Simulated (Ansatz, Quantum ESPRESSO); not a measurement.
# Lattice dynamics of K3OF (Pm-3m) in two programs

Aim: the phonon dispersion of K3OF (Pm-3m), checked by a second program.

Calculated with Quantum ESPRESSO 7.5; DFT LDA, scalar-relativistic, plane waves, PseudoDojo norm-conserving pseudopotentials.

This is a report of a sequence of runs, with most program output left out.

The structure was built from a prototype and need not be the compound's stable phase.

## 1. Starting point

The structure is cubic, space group Pm-3m (No. 221). The conventional cell has a = 5.282 Å, b = 5.282 Å, c = 5.282 Å, α = 90.00°, β = 90.00°, γ = 90.00°. Nearest to F lie 12 K at 3.73 Å. Nearest to O lie 6 K at 2.64 Å. Nearest to K lie 2 O at 2.64 Å. Farther neighbours and most contacts between anions are not listed.

## 2. A probe with smearing

A cheap run with smearing and empty bands tells whether the crystal has a gap, which decides between fixed occupations and smearing later on.

The input, probe.in:

```
&control
   calculation = 'scf'
   prefix = 'x'
   outdir = './tmp'
   pseudo_dir = './pseudo'
   tprnfor = .true.
   tstress = .true.
   verbosity = 'high'
/
&system
   ibrav = 1
   celldm(1) = 9.98153339
   nat = 5
   ntyp = 3
   ecutwfc = 84.0
   occupations = 'smearing'
   smearing = 'gaussian'
   degauss = 0.01
/
&electrons
   conv_thr = 1.0d-07
   mixing_beta = 0.7
   electron_maxstep = 100
/
ATOMIC_SPECIES
 F      18.9984  F.upf
 O      15.9990  O.upf
 K      39.0983  K.upf
ATOMIC_POSITIONS crystal
 F      0.000000000   0.000000000   0.000000000
 O      0.500000000   0.500000000   0.500000000
 K      0.500000000   0.500000000   0.000000000
 K      0.500000000   0.000000000   0.500000000
 K      0.000000000   0.500000000   0.500000000
K_POINTS automatic
 4 4 4 0 0 0
```

Launch:

```sh
> OMP_NUM_THREADS=1 mpirun -n 4 pw.x -nk 4 -in probe.in > probe.out
```

Elapsed: 11 s, on 4 MPI ranks of Intel Xeon 6975P-C (Granite Rapids), shared host.

Numbers from this step:

```yaml
volume_per_atom: 29.47 Å³
pressure: -3.505 GPa
gap_on_the_k_mesh: 0.7483 eV
```

A gap of 0.75 eV opens on this mesh, so the crystal is taken as an insulator; the start stands at -3.5 GPa.

## 3. Relaxing the cell and atoms

The relaxation runs at a cutoff a fifth above that of the response, since stress converges more slowly with the basis than frequencies do. Forces and stress are brought to rest with tight thresholds.

The input, relax.in:

```
&control
   calculation = 'vc-relax'
   prefix = 'x'
   outdir = './tmp'
   pseudo_dir = './pseudo'
   tprnfor = .true.
   tstress = .true.
   forc_conv_thr = 2.0d-05
   etot_conv_thr = 1.0d-07
   nstep = 40
/
&system
   ibrav = 1
   celldm(1) = 9.98153339
   nat = 5
   ntyp = 3
   ecutwfc = 101
   occupations = 'fixed'
   nbnd = 22
/
&electrons
   conv_thr = 1.0d-11
   mixing_beta = 0.7
   electron_maxstep = 100
/
&ions
/
&cell
   press_conv_thr = 0.2
/
ATOMIC_SPECIES
 F      18.9984  F.upf
 O      15.9990  O.upf
 K      39.0983  K.upf
ATOMIC_POSITIONS crystal
 F      0.000000000   0.000000000   0.000000000
 O      0.500000000   0.500000000   0.500000000
 K      0.500000000   0.500000000   0.000000000
 K      0.500000000   0.000000000   0.500000000
 K      0.000000000   0.500000000   0.500000000
K_POINTS automatic
 4 4 4 0 0 0
```

Launch:

```sh
> OMP_NUM_THREADS=1 mpirun -n 4 pw.x -nk 4 -in relax.in > relax.out
```

Run time: 2.2 min. Hardware: 4 MPI ranks.

The steps of the relaxation:

| step | energy less that of the first step (eV) | largest force (eV/Å) | pressure (GPa) | volume (Å³) |
| --- | --- | --- | --- | --- |
| 1 | 0.0000 | 0.0000 | -3.49 | 147.37 |
| 2 | -0.0554 | 0.0000 | -3.32 | 144.76 |
| 3 | -0.1318 | 0.0000 | -3.03 | 140.91 |
| 4 | -0.2294 | 0.0000 | -2.49 | 135.26 |
| 5 | -0.3309 | 0.0000 | -1.41 | 127.07 |
| 6 | -0.3638 | 0.0000 | 0.42 | 117.70 |
| 7 | -0.3661 | 0.0000 | -0.04 | 119.71 |
| 8 | -0.3661 | 0.0000 | 0.00 | 119.52 |
| 9 | -0.3661 | 0.0000 | 0.00 | 119.52 |
| 10 | -0.3659 | 0.0000 | 0.00 | 119.52 |

| conventional cell, symmetrised | before | after | change |
| --- | --- | --- | --- |
| a (Å) | 5.282 | 4.926 | -6.7 % |
| b (Å) | 5.282 | 4.926 | -6.7 % |
| c (Å) | 5.282 | 4.926 | -6.7 % |
| volume (Å³/atom) | 29.47 | 23.90 | -18.9 % |

Final coordinates:

```
F O K
1.0
     4.92582    0.00000    0.00000
     0.00000    4.92582    0.00000
     0.00000    0.00000    4.92582
F O K
1 1 3
Cartesian
  0.0000 0.0000 0.0000
  2.4629 2.4629 2.4629
  2.4629 2.4629 0.0000
  2.4629 0.0000 2.4629
  0.0000 2.4629 2.4629
```

The last row of the table of steps is pw.x's closing run on a basis chosen anew for the final cell, so its energy can jump.

This step gave:

* volume per atom: 23.90 Å³
* pressure: -0.002 GPa
* gap on the k-mesh: 0.6759 eV

The volume changes by -18.9 % from the cell with which this run began.

## 4. Self-consistent run for the response

The response is built on this ground state, so it is converged far tighter than an energy would need. With a gap, occupations are fixed, which also allows the response to an electric field.

The input, scf.in:

```
&control
   calculation = 'scf'
   prefix = 'x'
   outdir = './tmp'
   pseudo_dir = './pseudo'
   tprnfor = .true.
   tstress = .true.
/
&system
   ibrav = 1
   celldm(1) = 9.30844271
   nat = 5
   ntyp = 3
   ecutwfc = 84.0
   occupations = 'fixed'
   nbnd = 22
/
&electrons
   conv_thr = 1.0d-12
   mixing_beta = 0.7
   electron_maxstep = 100
/
ATOMIC_SPECIES
 F      18.9984  F.upf
 O      15.9990  O.upf
 K      39.0983  K.upf
ATOMIC_POSITIONS crystal
 F      0.000000000   0.000000000   0.000000000
 O      0.500000000   0.500000000   0.500000000
 K      0.500000000   0.500000000   0.000000000
 K      0.500000000   0.000000000   0.500000000
 K      0.000000000   0.500000000   0.500000000
K_POINTS automatic
 4 4 4 0 0 0
```

Launch:

```sh
> OMP_NUM_THREADS=1 mpirun -n 4 pw.x -nk 4 -in scf.in > scf.out
```

Wall time 13 s (4 MPI ranks).

Numbers from this step:

| Quantity | Value |
| --- | --- |
| pressure | -0.01 GPa |

The cell stands at -0.01 GPa, close enough for phonons.

## 5. Linear response on the mesh

Linear response treats each wavevector in the unit cell, with no supercell; the 2×2×2 mesh fixes the range of the force constants to be had.

The input, ph.in:

```
phonons
&inputph
   prefix = 'x'
   outdir = './tmp'
   fildyn = 'x.dyn'
   tr2_ph = 1.0d-18
   epsil = .true.
   ldisp = .true.
   nq1 = 2
   nq2 = 2
   nq3 = 2
/
```

Launch:

```sh
> OMP_NUM_THREADS=1 mpirun -n 4 ph.x -nk 4 -in ph.in > ph.out
```

Run time: 25 min. Hardware: 4 MPI ranks.

This step gave:

```yaml
miss_of_the_charge_sum_rule: 0.03978 e
largest_acoustic_frequency_at_the_zone_centre_before_the_sum_rule: -3.07 cm⁻¹
highest_optical_zone_centre_mode_no_lo_to_term: 322.0 cm⁻¹
lowest_optical_zone_centre_mode: -123.7 cm⁻¹
mean_high_frequency_dielectric_constant: 3.015
largest_born_charge_in_size_third_of_the_trace: 2.214 e
lowest_mode_on_the_q_mesh_acoustic_ones_at_the_zone_centre_apart: -123.7 cm⁻¹
```

Frequencies (cm⁻¹) at each irreducible wavevector; negative means imaginary. Frequencies by wavevector:

| q (fractions) | star | mode 1 | mode 2 | mode 3 | mode 4 | mode 13 | mode 14 | mode 15 |
| --- | --- | --- | --- | --- | --- | --- | --- | --- |
| 0 0 0 | 1 | -123.7 | -123.7 | -123.7 | -68.48 | 322 | 322 | 322 |
| 0 0 -0.5 | 3 | -109.1 | -109.1 | -60.75 | -60.75 | 324.2 | 324.2 | 378.2 |
| 0 -0.5 -0.5 | 3 | -118 | -118 | -89.79 | -84.39 | 326.5 | 367.9 | 367.9 |
| -0.5 -0.5 -0.5 | 1 | -121.8 | -121.8 | -121.8 | -90.04 | 366.1 | 366.1 | 366.1 |

Born charge (rows field, columns displacement), before the sum rule (e), principal values of the symmetric part by kind of site:

| atom | atoms with these values | low | middle | high | mean |
| --- | --- | --- | --- | --- | --- |
| F1 | 1 | -1.25 | -1.25 | -1.25 | -1.25 |
| O2 | 1 | -2.21 | -2.21 | -2.21 | -2.21 |
| K3 | 3 | 1.08 | 1.08 | 1.27 | 1.14 |

In full for F1:

```
-1.25  0.00  0.00
 0.00 -1.25  0.00
 0.00  0.00 -1.25
```

High-frequency dielectric tensor:

```
3.02 0.00 0.00
0.00 3.02 0.00
0.00 0.00 3.02
```

The acoustic modes at Γ come out as far as 3.1 cm⁻¹ from zero, where they should vanish, a small numerical error; the Born charges miss their sum rule by 0.040 e, which is fair. The lowest optical mode is imaginary, 124i cm⁻¹, an instability at this level and on this k mesh.

## 6. Force constants in real space

The dynamical matrices of the mesh are Fourier-transformed to force constants in real space, after the long-range dipole part is taken out.

The input, q2r.in:

```
&input
   fildyn = 'x.dyn'
   zasr = 'crystal'
   flfrc = 'x.fc'
/
```

Launch:

```sh
> q2r.x < q2r.in > q2r.out
```

The job ended after 0.66 s (1 thread).

## 7. Dispersion

From the force constants any wavevector is cheap; points of the mesh come back as solved, but for the sum rule and, in polar crystals, the LO-TO term at Γ; the rest is interpolation.

The input, matdyn.in:

```
&input
   asr = 'crystal'
   flfrc = 'x.fc'
   flfrq = 'x.freq'
   flvec = 'x.modes'
   q_in_band_form = .true.
   q_in_cryst_coord = .true.
/
8
  0.0000000   0.0000000   0.0000000  12  ! GAMMA
  0.0000000   0.5000000   0.0000000  12  ! X
  0.5000000   0.5000000   0.0000000  12  ! M
  0.0000000   0.0000000   0.0000000  12  ! GAMMA
  0.5000000   0.5000000   0.5000000  12  ! R
  0.0000000   0.5000000   0.0000000   1  ! X
  0.5000000   0.5000000   0.5000000  12  ! R
  0.5000000   0.5000000   0.0000000   1  ! M
```

Launch:

```sh
> matdyn.x -in matdyn.in > matdyn.out
```

The job ended after 0.76 s (1 thread).

Read from the output:

```
lowest frequency on the path : -123.7 cm⁻¹
```

Matdyn.x, sum rule crystal. Phonon branches along the path, in cm⁻¹:

| point | branch 1 | branch 2 | branch 3 | branch 4 | branch 12 | branch 13 | branch 14 | branch 15 |
| --- | --- | --- | --- | --- | --- | --- | --- | --- |
| Γ | -124 | -124 | -68 | -68 | 146 | 322 | 322 | 388 |
| halfway | -117 | -117 | -64 | -64 | 199 | 323 | 323 | 385 |
| X | -109 | -109 | -61 | -61 | 253 | 324 | 324 | 378 |
| halfway | -114 | -100 | -98 | -80 | 242 | 325 | 349 | 372 |
| M | -118 | -118 | -90 | -84 | 261 | 326 | 368 | 368 |
| halfway | -118 | -110 | -80 | -77 | 202 | 324 | 334 | 380 |
| Γ | -124 | -124 | -68 | -68 | 146 | 322 | 322 | 388 |
| halfway | -116 | -116 | -80 | -71 | 209 | 336 | 336 | 377 |
| R | -122 | -122 | -122 | -90 | 272 | 366 | 366 | 366 |
| halfway | -115 | -108 | -106 | -84 | 240 | 338 | 356 | 369 |
| X | -109 | -109 | -61 | -61 | 253 | 324 | 324 | 378 |
| jump to R | -122 | -122 | -122 | -90 | 272 | 366 | 366 | 366 |
| halfway | -119 | -119 | -107 | -90 | 258 | 346 | 367 | 367 |
| M | -118 | -118 | -90 | -84 | 261 | 326 | 368 | 368 |

The path dips to 124i cm⁻¹.

## 8. Sums over the zone

Sums over the zone need many more wavevectors than were solved, so the interpolation is sampled on a dense mesh.

The input, matdyn.in:

```
&input
   asr = 'crystal'
   flfrc = 'x.fc'
   dos = .true.
   fldos = 'x.dos'
   nk1 = 9
   nk2 = 9
   nk3 = 9
   deltaE = 1.0
/
```

Launch:

```sh
> matdyn.x -in matdyn.in > matdyn.out
```

Wall time 4.8 s (1 thread).

Numbers from this step:

```
share of modes beyond 3i cm⁻¹ on the dense interpolated mesh : 0.374
```

The phonon density of states has structure finer than the step of the table below, so its rows give means over 20 cm⁻¹, whole bins alone (the curve runs from -124 to 386 cm⁻¹). Peaks (cm⁻¹: height): total -117.7: 0.218, -60.7: 0.111, 194.3: 0.0811, 326.3: 0.131; F -117.7: 0.135; K -117.7: 0.0814, -60.7: 0.109, 101.3: 0.0466, 194.3: 0.0770; O 326.3: 0.0894, 371.3: 0.0665.

Tetrahedra. The phonon density of states by wavenumber; means over each step; values in 1/cm⁻¹/cell:

| wavenumber (cm⁻¹) | total | F | K | O |
| --- | --- | --- | --- | --- |
| -100 | 0.0436 | 0.0268 | 0.0167 | 9.7e-5 |
| -80 | 0.0746 | 0.00711 | 0.0675 | 3.1e-5 |
| -60 | 0.0619 | 0.00254 | 0.0593 | 7.6e-5 |
| -40 | 0.00849 | 0.00189 | 0.00658 | 1.4e-5 |
| -20 | 0.00604 | 0.00181 | 0.00420 | 2.4e-5 |
| 0 | 0.00579 | 0.00191 | 0.00381 | 7.0e-5 |
| 20 | 0.0104 | 0.00342 | 0.00662 | 4.0e-4 |
| 40 | 0.0122 | 0.00406 | 0.00766 | 4.4e-4 |
| 60 | 0.0210 | 0.00825 | 0.0120 | 8.3e-4 |
| 80 | 0.0357 | 0.0104 | 0.0242 | 0.00109 |
| 100 | 0.0566 | 0.0131 | 0.0425 | 9.9e-4 |
| 120 | 0.0444 | 0.00868 | 0.0300 | 0.00577 |
| 140 | 0.0267 | 0.00286 | 0.0176 | 0.00631 |
| 160 | 0.0179 | 0.00113 | 0.0133 | 0.00355 |
| 180 | 0.0273 | 0.00135 | 0.0228 | 0.00320 |
| 200 | 0.0225 | 5.9e-4 | 0.0206 | 0.00132 |
| 220 | 0.0102 | 2.5e-4 | 0.00867 | 0.00126 |
| 240 | 0.0234 | 3.8e-4 | 0.0210 | 0.00205 |
| 260 | 0.00712 | 4.0e-6 | 0.00665 | 4.6e-4 |
| 280 | 2.2e-5 | 0 | 2.2e-5 | 5.7e-7 |
| 300 | 0 | 0 | 0 | 0 |
| 320 | 0.0414 | 2.9e-5 | 0.0133 | 0.0280 |
| 340 | 0.0381 | 1.9e-4 | 0.00761 | 0.0303 |
| 360 | 0.0313 | 3.2e-4 | 0.00201 | 0.0290 |

## 9. Zone-centre analysis

A rigid shift of the crystal must cost nothing, but grids and finite bases break this; the acoustic sum rule is imposed before the matrix is diagonalised again. With Born charges the intensities follow; a static dielectric tensor has no meaning with imaginary modes.

The input, dynmat.in:

```
&input
   fildyn = 'x.dyn1'
   asr = 'simple'
   fileig = 'dynmat.eig'
   lperm = .true.
/
```

Launch:

```sh
> dynmat.x -in dynmat.in > dynmat.out
```

The job ended after 0.6 s (1 thread).

Read from the output:

```yaml
highest_optical_zone_centre_mode_no_lo_to_term: 322.1 cm⁻¹
```

Unit eigenvectors of the mass-weighted matrix after the sum rule; no LO-TO term. The modes at Γ (shares of kinetic energy by element, %) (negative means imaginary):

| mode | frequency (cm⁻¹) | F % | O % | K % |
| --- | --- | --- | --- | --- |
| 1 | -123.7 | 68 | 2 | 30 |
| 2 | -123.7 | 68 | 2 | 30 |
| 3 | -123.7 | 68 | 2 | 30 |
| 4 | -68.4 | 0 | 0 | 100 |
| 5 | -68.4 | 0 | 0 | 100 |
| 6 | -68.4 | 0 | 0 | 100 |
| 7 | 0.0 | 12 | 11 | 77 |
| 8 | 0.0 | 12 | 11 | 77 |
| 9 | 0.0 | 12 | 11 | 77 |
| 10 | 134.4 | 19 | 26 | 55 |
| 11 | 134.4 | 19 | 26 | 55 |
| 12 | 134.4 | 19 | 26 | 55 |
| 13 | 322.0 | 0 | 62 | 38 |
| 14 | 322.0 | 0 | 62 | 38 |
| 15 | 322.0 | 0 | 62 | 38 |

Displacements in mode 2 (-123.7 cm⁻¹), the largest set to 1:
```
F1   0.00 -0.01  1.00
O2   0.00  0.00  0.19
K3   0.00  0.00  0.08
K4   0.00  0.00 -0.32
K5   0.00  0.00 -0.32
```

Displacements in mode 15 (322.0 cm⁻¹), the largest set to 1:
```
F1   0.00  0.00 -0.02
O2   0.00  0.00  1.00
K3   0.00  0.00 -0.50
K4   0.00  0.00  0.05
K5   0.00  0.00  0.05
```

Degenerate modes summed, no LO-TO term; imaginary modes left out. Lines of the infrared spectrum (strongest = 100):

| position (cm⁻¹) | lines merged | IR intensity, relative |
| --- | --- | --- |
| 134 | 3 | 6.7 |
| 322 | 3 | 100 |

The rule moves no optical mode by more than 0.1 cm⁻¹.

## 10. Sum rules set otherwise (asr no)

Without the rule the raw error of the acoustic modes shows.

The input, dynmat.in:

```
&input
   fildyn = 'x.dyn1'
   asr = 'no'
   fileig = 'dynmat.eig'
   lperm = .true.
/
```

Launch:

```sh
> dynmat.x -in dynmat.in > dynmat.out
```

Wall time 0.61 s (1 thread).

Read from the output:

```yaml
largest_acoustic_frequency_at_the_zone_centre_before_the_sum_rule: -3.08 cm⁻¹
highest_optical_zone_centre_mode_no_lo_to_term: 322.0 cm⁻¹
```

Zone-centre frequencies as printed; negative means imaginary. Modes:

| mode | frequency (cm⁻¹) |
| --- | --- |
| 1 | -123.7 |
| 2 | -123.7 |
| 3 | -123.7 |
| 4 | -68.48 |
| 5 | -68.48 |
| 6 | -68.48 |
| 7 | -3.08 |
| 8 | -3.08 |
| 9 | -3.08 |
| 10 | 134.3 |
| 11 | 134.3 |
| 12 | 134.3 |
| 13 | 322 |
| 14 | 322 |
| 15 | 322 |

Against the first rule no mode moves by more than 3.1 cm⁻¹.

## 11. Sum rules set otherwise (asr crystal)

The rule can be imposed in more than one way; the choices should agree where the raw error is small.

The input, dynmat.in:

```
&input
   fildyn = 'x.dyn1'
   asr = 'crystal'
   fileig = 'dynmat.eig'
   lperm = .true.
/
```

Launch:

```sh
> dynmat.x -in dynmat.in > dynmat.out
```

Elapsed: 0.6 s, on 1 thread.

Zone-centre frequencies as printed; negative means imaginary. Modes:

| mode | frequency (cm⁻¹) |
| --- | --- |
| 1 | -123.7 |
| 2 | -123.7 |
| 3 | -123.7 |
| 4 | -68.48 |
| 5 | -68.48 |
| 6 | -68.48 |
| 7 | 0 |
| 8 | 0 |
| 9 | 0 |
| 10 | 134.3 |
| 11 | 134.3 |
| 12 | 134.3 |
| 13 | 322 |
| 14 | 322 |
| 15 | 322 |

Against the first rule no mode moves by more than 0.1 cm⁻¹.

## 12. Modes along a direction of q (1 0 0)

A longitudinal polar mode sets up a macroscopic field that stiffens it; the term hangs on the direction from which q goes to zero.

The input, dynmat.in:

```
&input
   fildyn = 'x.dyn1'
   asr = 'simple'
   fileig = 'dynmat.eig'
   q(1) = 1.0
   q(2) = 0.0
   q(3) = 0.0
/
```

Launch:

```sh
> dynmat.x -in dynmat.in > dynmat.out
```

Run time: 0.6 s. Hardware: 1 thread.

This step gave:

| Item | Value |
| --- | --- |
| highest mode moved by the LO-TO term | 388.2 cm⁻¹ |

Zone-centre frequencies as printed; negative means imaginary. Modes:

| mode | frequency (cm⁻¹) |
| --- | --- |
| 1 | -123.7 |
| 2 | -123.7 |
| 3 | -68.42 |
| 4 | -68.42 |
| 5 | -68.42 |
| 6 | 0 |
| 7 | 0 |
| 8 | 0 |
| 9 | 32.01 |
| 10 | 134.4 |
| 11 | 134.4 |
| 12 | 146.1 |
| 13 | 322.1 |
| 14 | 322.1 |
| 15 | 388.2 |

The field moves 3 modes; the highest of them now lies at 388 cm⁻¹, where the highest that moved away lay at 322.

## 13. The dispersion under another sum rule (asr simple)

The sum rule corrects the force constants themselves, so it can shift branches at any wavevector, low ones most.

The input, matdyn.in:

```
&input
   asr = 'simple'
   flfrc = 'x.fc'
   flfrq = 'x.freq'
   flvec = 'x.modes'
   q_in_band_form = .true.
   q_in_cryst_coord = .true.
/
8
  0.0000000   0.0000000   0.0000000   8  ! GAMMA
  0.0000000   0.5000000   0.0000000   8  ! X
  0.5000000   0.5000000   0.0000000   8  ! M
  0.0000000   0.0000000   0.0000000   8  ! GAMMA
  0.5000000   0.5000000   0.5000000   8  ! R
  0.0000000   0.5000000   0.0000000   1  ! X
  0.5000000   0.5000000   0.5000000   8  ! R
  0.5000000   0.5000000   0.0000000   1  ! M
```

Launch:

```sh
> matdyn.x -in matdyn.in > matdyn.out
```

The job ended after 0.7 s (1 thread).

At the labelled points the branches move by no more than 0.2 cm⁻¹.

## 14. A changed mass

Force constants don't depend on the masses, so an isotope effect costs no new response.

The input, matdyn.in:

```
&input
   asr = 'crystal'
   flfrc = 'x.fc'
   flfrq = 'x.freq'
   flvec = 'x.modes'
   q_in_band_form = .true.
   q_in_cryst_coord = .true.
   amass(1) = 18.998
   amass(2) = 31.998
   amass(3) = 39.098
/
8
  0.0000000   0.0000000   0.0000000   8  ! GAMMA
  0.0000000   0.5000000   0.0000000   8  ! X
  0.5000000   0.5000000   0.0000000   8  ! M
  0.0000000   0.0000000   0.0000000   8  ! GAMMA
  0.5000000   0.5000000   0.5000000   8  ! R
  0.0000000   0.5000000   0.0000000   1  ! X
  0.5000000   0.5000000   0.5000000   8  ! R
  0.5000000   0.5000000   0.0000000   1  ! M
```

Launch:

```sh
> matdyn.x -in matdyn.in > matdyn.out
```

It took 0.71 s on 1 thread.

This step gave:

| Quantity | Value |
| --- | --- |
| lowest frequency on the path | -122.8 cm⁻¹ |

(Part 1 of 2 ends here.)

[Host names and launcher messages were left out of these logs when they were recorded.]

[Logs are printed without paths, hosts, clocks, repeated set-up lines and the standing remarks that a program may print on its own settings, such as how far it seeks lower states.]

[Hosts, paths, dates, database ids (printed as entryN), source tags and the programs' standing remarks are cut or masked in the printed files.]
